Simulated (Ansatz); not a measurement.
# G0W0 on several functionals: CdSe (Cadmoselite)

How much of the starting functional survives in the G0W0 gap of CdSe (Cadmoselite)?

Main program and level: Ansatz 0.2.0; G0W0 on several functionals, plane waves, PAW.

Most raw output is cut from this account.

The database entry behind the starting cell differs from later determinations by our own check (inner coordinate of an old entry), so it need not match the best structure at ambient conditions.

In doubt: masses and optical values from hybrid runs of this build are listed as unsure (steps 5, 6, 7), which bears on the screening that GW takes from such a start.

## (1) Set-up

The structure is hexagonal, space group P6_3mc (No. 186). Conventional cell: a = 4.300 Å, b = 4.300 Å, c = 7.020 Å, α = 90.00°, β = 90.00°, γ = 120.00°. Cd has 4 Se at 2.61 to 2.70 Å nearest. Nearest to Se lie 4 Cd at 2.61 to 2.70 Å. Farther neighbours and most contacts between anions are not listed.

As a file:

```cif
data_structure
_symmetry_space_group_name_H-M 'P 1'
_symmetry_Int_Tables_number 1
_cell_length_a 4.3000
_cell_length_b 4.3000
_cell_length_c 7.0200
_cell_angle_alpha 90.000
_cell_angle_beta 90.000
_cell_angle_gamma 120.000
_cell_volume 112.41
loop_
_atom_site_label
_atom_site_type_symbol
_atom_site_fract_x
_atom_site_fract_y
_atom_site_fract_z
_atom_site_occupancy
Cd1 Cd 0.33333 0.66667 0.00000 1
Cd2 Cd 0.66667 0.33333 0.50000 1
Se3 Se 0.33333 0.66667 0.38500 1
Se4 Se 0.66667 0.33333 0.88500 1
```

The cell and positions come from the Crystallography Open Database and are kept as given unless a step says otherwise.

## (2) G0W0 on LDA

G0W0 replaces the xc potential by the self-energy, built once from these orbitals. Only a window of levels is corrected, while the sums run over the empty bands that the input names. This step takes PAW set soft_1 files.

This step: G0W0 on LDA, plane waves, PAW; PAW set soft_1.

Contents of input.yaml:

```yaml
crystal:
  lattice:
    - [4.3, 0.0, 0.0]
    - [-2.15, 3.7239092363, 0.0]
    - [0.0, 0.0, 7.02]
  atoms:
    - { symbol: Cd, position: [0.3333333333, 0.6666666667, 0.0] }
    - { symbol: Cd, position: [0.6666666667, 0.3333333333, 0.5] }
    - { symbol: Se, position: [0.3333333333, 0.6666666667, 0.385] }
    - { symbol: Se, position: [0.6666666667, 0.3333333333, 0.885] }
kpoints:
  mp_grid: { grid: [6, 6, 2] }
hamiltonian:
  xc: lda
  pseudopotentials: { kind: paw, azcp: { folder: soft_1 }, xc_functional: pbe }
scf:
  occupations: { method: fixed }
gw:
  n_empty_bands: 255
  ecut_chi: 100
  qp_bands: [v2, c2]
  qp_kpoints: band_edges
  screening: { model: contour_deformation }
```

The run is started by

```console
ansatz run input.yaml --threads 3 --pin off --max-ram 92160MiB --backend cuda --events-out ev --progress --plain --runs-dir out --devices 1 --max-vram 13GiB
```

The job ended after 49 s (1 × NVIDIA H100 80GB HBM3 (shared by 6 runs) with 3 threads of AMD EPYC 7R13 (Zen 3), shared host; peak memory 1.4 GiB; 77 s of CPU time).

Numbers from this step:

```
bands summed                                 : 291
RPA ε∞ on this mesh (eigenvalues)            : 46.00, 46.05, 46.05
plane waves in the screening matrix          : 251
q-points in the mesh                         : 72
G0W0 gap on the mesh                         : 1.127 eV
k of the valence top                         : 0, 0, 0
k of the conduction bottom                   : 0, 0, 0
starting gap on the mesh                     : 0.4301 eV
Z at the valence top                         : 0.7115
Z at the conduction bottom                   : 0.7415
least direct G0W0 gap on the computed points : 1.127 eV
```

The gap on the mesh goes from 0.43 eV to 1.13 eV, a correction of +0.70 eV. Between the two edge states, bare exchange in place of the xc potential would open the gap by 5.87 eV, and correlation takes back 5.17 eV.

## (3) G0W0 on PBE

One-shot GW remembers its start. Another functional's orbitals and levels show by how much.

This step: G0W0 on PBE, plane waves, PAW; PAW set soft_1.

Edit input.yaml of step 2 so:

```diff
@@ -13,4 +13,4 @@
 hamiltonian:
-  xc: lda
-  pseudopotentials: { kind: paw, azcp: { folder: soft_1 }, xc_functional: pbe }
+  xc: pbe
+  pseudopotentials: { kind: paw, azcp: { folder: soft_1 } }
 scf:
```

Run time: 16 s. Hardware: 1 × NVIDIA H100 80GB HBM3 (shared by 6 runs) with 3 threads; peak memory 1.4 GiB; 22 s of CPU time.

This step gave:

- bands summed: 291
- RPA ε∞ on this mesh (eigenvalues): 15.62, 15.62, 15.88
- plane waves in the screening matrix: 251
- q-points in the mesh: 72
- G0W0 gap on the mesh: 1.319 eV
- k of the valence top: 0, 0, 0
- k of the conduction bottom: 0, 0, 0
- starting gap on the mesh: 0.7020 eV
- Z at the valence top: 0.7254
- Z at the conduction bottom: 0.7567
- least direct G0W0 gap on the computed points: 1.319 eV

Against the run with 6×6×2 mesh, 255 empty bands, screening to 100 eV, PAW set soft_1 files on LDA, the gap moves by +0.19 eV, while the start moved by +0.27 eV.

## (4) G0W0 on r2SCAN

This step: G0W0 on r2SCAN, plane waves, PAW; PAW set soft_1.

Edit input.yaml of step 3 so:

```diff
@@ -13,3 +13,3 @@
 hamiltonian:
-  xc: pbe
+  xc: r2scan
   pseudopotentials: { kind: paw, azcp: { folder: soft_1 } }
```

It took 30 s on 1 × NVIDIA H100 80GB HBM3 (shared by 6 runs) with 3 threads; peak memory 1.6 GiB; 50 s of CPU time.

This step gave:

| Quantity | Value |
| --- | --- |
| bands summed | 291 |
| RPA ε∞ on this mesh (eigenvalues) | 7.540, 7.540, 7.587 |
| plane waves in the screening matrix | 251 |
| G0W0 gap on the mesh | 1.656 eV |
| k of the valence top | 0, 0, 0 |
| k of the conduction bottom | 0, 0, 0 |
| starting gap on the mesh | 1.191 eV |
| least direct G0W0 gap on the computed points | 1.656 eV |

Against the run with 6×6×2 mesh, 255 empty bands, screening to 100 eV, PAW set soft_1 files on PBE, the gap moves by +0.34 eV, while the start moved by +0.49 eV.

## (5) G0W0 on HSE06

This step: G0W0 on HSE06, plane waves, PAW; PAW set soft_1.

Edit input.yaml of step 4 so:

```diff
@@ -13,3 +13,3 @@
 hamiltonian:
-  xc: r2scan
+  xc: hse06
   pseudopotentials: { kind: paw, azcp: { folder: soft_1 } }
```

Wall time 63 s (1 × NVIDIA H100 80GB HBM3 (shared by 6 runs) with 3 threads); peak memory 1.9 GiB; 75 s of CPU time.

This step gave:

- bands summed: 291
- RPA ε∞ on this mesh (eigenvalues): 5.814, 5.814, 5.851
- plane waves in the screening matrix: 251
- G0W0 gap on the mesh: 1.935 eV
- k of the valence top: 0, 0, 0
- k of the conduction bottom: 0, 0, 0
- starting gap on the mesh: 1.644 eV
- least direct G0W0 gap on the computed points: 1.935 eV

Against the run with 6×6×2 mesh, 255 empty bands, screening to 100 eV, PAW set soft_1 files on r2SCAN, the gap moves by +0.28 eV, while the start moved by +0.45 eV.

## (6) G0W0 on PBE0

This step: G0W0 on PBE0, plane waves, PAW; PAW set soft_1.

Edit input.yaml of step 5 so:

```diff
@@ -13,3 +13,3 @@
 hamiltonian:
-  xc: hse06
+  xc: pbe0
   pseudopotentials: { kind: paw, azcp: { folder: soft_1 } }
```

It took 83 s on 1 × NVIDIA H100 80GB HBM3 (shared by 6 runs) with 3 threads; peak memory 1.9 GiB.

This step gave:

| Item | Value |
| --- | --- |
| bands summed | 291 |
| RPA ε∞ on this mesh (eigenvalues) | 4.978, 4.999, 4.999 |
| plane waves in the screening matrix | 251 |
| G0W0 gap on the mesh | 2.132 eV |
| k of the valence top | 0, 0, 0 |
| k of the conduction bottom | 0, 0, 0 |
| starting gap on the mesh | 2.256 eV |
| least direct G0W0 gap on the computed points | 2.132 eV |

Against the run with 6×6×2 mesh, 255 empty bands, screening to 100 eV, PAW set soft_1 files on HSE06, the gap moves by +0.20 eV, while the start moved by +0.61 eV.

## (7) G0W0 on Hartree-Fock

This step: G0W0 on Hartree-Fock, plane waves, PAW; PAW set soft_1.

Edit input.yaml of step 6 so:

```diff
@@ -13,3 +13,3 @@
 hamiltonian:
-  xc: pbe0
+  xc: hf
   pseudopotentials: { kind: paw, azcp: { folder: soft_1 } }
```

The job ended after 76 s (1 × NVIDIA H100 80GB HBM3 (shared by 6 runs) with 3 threads; peak memory 1.9 GiB).

This step gave:

| Quantity | Value |
| --- | --- |
| bands summed | 291 |
| RPA ε∞ on this mesh (eigenvalues) | 2.603, 2.621, 2.621 |
| plane waves in the screening matrix | 251 |
| G0W0 gap on the mesh | 3.790 eV |
| k of the valence top | 0, 0, 0 |
| k of the conduction bottom | 0, 0, 0 |
| starting gap on the mesh | 7.723 eV |
| least direct G0W0 gap on the computed points | 3.790 eV |

Against the run with 6×6×2 mesh, 255 empty bands, screening to 100 eV, PAW set soft_1 files on PBE0, the gap moves by +1.66 eV, while the start moved by +5.47 eV.

## (8) The starts together

All on the 6×6×2 mesh with 255 empty bands and screening to 100 eV. Times are wall times on 1 × NVIDIA H100 80GB HBM3 (shared by 6 runs) with 3 threads of AMD EPYC 7R13 (Zen 3), shared host, good to a factor of about two.

| start | starting gap (eV) | shift (eV) | G0W0 gap (eV) | RPA ε∞ (harmonic mean) | Z (valence, conduction) | time |
| --- | --- | --- | --- | --- | --- | --- |
| LDA | 0.43 | +0.70 | 1.13 | 46.03 | 0.71, 0.74 | 49 s |
| PBE | 0.70 | +0.62 | 1.32 | 15.71 | 0.73, 0.76 | 16 s |
| r2SCAN | 1.19 | +0.46 | 1.66 | 7.56 | 0.76, 0.79 | 30 s |
| HSE06 | 1.64 | +0.29 | 1.93 | 5.83 | 0.79, 0.82 | 63 s |
| PBE0 | 2.26 | −0.12 | 2.13 | 4.99 | 0.80, 0.83 | 83 s |
| Hartree-Fock | 7.72 | −3.93 | 3.79 | 2.62 | 0.88, 0.90 | 76 s |

The parts of the quasiparticle energy at the two band edges (eV; QP = start + Σx + Σc − Vxc):

| run | edge | start | Σx | Σc | Vxc | Z | QP |
| --- | --- | --- | --- | --- | --- | --- | --- |
| LDA | valence top | 6.97 | -19.88 | 1.83 | -17.81 | 0.71 | 6.73 |
| LDA | conduction bottom | 7.40 | -9.78 | -3.34 | -13.58 | 0.74 | 7.86 |
| PBE | valence top | 7.30 | -19.90 | 1.93 | -17.50 | 0.73 | 6.83 |
| PBE | conduction bottom | 8.00 | -9.41 | -3.33 | -12.88 | 0.76 | 8.14 |
| r2SCAN | valence top | 7.00 | -20.01 | 1.84 | -17.87 | 0.76 | 6.69 |
| r2SCAN | conduction bottom | 8.19 | -8.94 | -3.38 | -12.47 | 0.79 | 8.35 |
| HSE06 | valence top | 6.72 | -19.69 | 1.69 | -17.81 | 0.79 | 6.53 |
| HSE06 | conduction bottom | 8.36 | -8.74 | -3.34 | -12.19 | 0.82 | 8.46 |

For a hybrid start, Vxc holds its share of exact exchange.

## (9) Summary of results

```json
{"G0W0@LDA": "1.13 eV (start 0.43 eV)", "G0W0@PBE": "1.32 eV (start 0.70 eV)", "G0W0@r2SCAN": "1.66 eV (start 1.19 eV)", "G0W0@HSE06": "1.93 eV (start 1.64 eV)", "G0W0@PBE0": "2.13 eV (start 2.26 eV)", "G0W0@Hartree-Fock": "3.79 eV (start 7.72 eV)", "known limits": "not at the basis limit; mesh may overstate the screening; no spin-orbit coupling; coarse k mesh"}
```

What this shows: The starting gaps span 7.29 eV and the G0W0 gaps 2.66 eV. Between LDA and Hartree-Fock, 2.66 eV of the 7.29 eV survives, 37 %. On PBE0 and Hartree-Fock the correction is negative: that start lies above its own G0W0 value. The smallest correction, −0.12 eV, is on PBE0, the start nearest to reproducing itself. Bands and cutoff are finite, so the gap is not at the basis limit. The miss can reach some tenths of an eV and take either sign; the mesh is an error of its own. The 6×6×2 mesh is coarse for this cell (its supercell is 14 Å along the shortest edge). The RPA ε∞ on it, from the LDA start, is 46.00 and 46.05; such meshes misread the long-range screening, most where the gap is narrow. The program warns that the mesh is coarse for exact exchange, which bears on the hybrid start's gap. For the LDA start: The RPA ε∞ on this mesh reaches over 25; with a narrow direct gap a coarse mesh can overstate it, and the correction is then too small. The many-body steps are scalar-relativistic: spin-orbit coupling is not in them.

[Paths, hosts, dates, memory and timing lines, banners, echoed tables and standing remarks are left out of the program output.]

[Logs are printed without paths, hosts, clocks, repeated set-up lines and the standing remarks that a program may print on its own settings, such as how far it seeks lower states.]

[Runs of the session that timed out or met a known fault of the program may be left out.]

[Cells called generated may have been cut or substituted from an entry of the Crystallography Open Database or the Materials Project.]

[Hosts, paths, dates, database ids (printed as entryN), source tags and the programs' standing remarks are cut or masked in the printed files.]
